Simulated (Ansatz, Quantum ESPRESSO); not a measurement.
# 1T-PtTe2, 1 layer: the upper vacuum level over the valence top of the mesh at a withheld member of a series

**Set-up.** Quantum ESPRESSO 7.5, PBE, GBRV ultrasoft. Cell and atoms are first relaxed; each strained cell is then held and the atoms relax in it. A periodic run with 15 Å of vacuum in the starting cell gives the vacuum levels, and bands follow along a path. The series steps biaxial strain.

```
biaxial strain  upper vacuum level over the valence top of the mesh (eV)
          -4 %                                                     4.380
          -3 %                                                     4.497
          -2 %                                                     4.608
          -1 %                                                     4.711
           0 %                                                     4.808
           1 %                                                     4.898
           3 %                                                     4.889
           4 %                                                     4.852
```

To predict: What is the upper vacuum level over the valence top of the mesh at 2 %?

By hand: The rows at 1 % and 3 % give a slope of (4.889 − (4.898))/(3 − (1)) = −0.0045, so a straight line gives 4.893 eV. A parabola through these and the row at 0 % gives 4.925 eV.

**Check.** 4.931 eV. The line misses by −0.038 and the parabola by −0.006 eV. The parabola does better.

**Limits.** Semilocal gaps are too small; the 1×1 cell can't ripple over many cells under compression as a free sheet would. No spin-orbit coupling.

[Logs are printed without paths, hosts, clocks, repeated set-up lines and the standing remarks that a program may print on its own settings, such as how far it seeks lower states.]
